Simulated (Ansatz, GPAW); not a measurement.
# Which magnetic ion is it?

A crystal has the composition Rb4MSi2O7, where M is a 3d element. A calculation (PBE+U, spin-orbit coupling in second variation, Ansatz) gives:

- S: 1/2
- g: 2.0446, 2.0463, 2.1560
- moment in its sphere: 0.55 μB

**Question.** Which ion is it, and why?

The crystal is Rb4CuSi2O7, space group P-1. The spin sits on Cu, with 4 O at 1.99 to 2.00 Å round it. With the usual charges of the other elements M must be +2. High-spin ions of that charge with S = 1/2 are d9 and d1, Cu and Sc; the sign of the g shift picks Cu²⁺ d⁹. Low-spin ions are left aside. The shift is positive: in a shell more than half full the orbital moment adds to the spin.

[Hosts, paths, dates, database ids (printed as entryN), source tags and the programs' standing remarks are cut or masked in the printed files.]
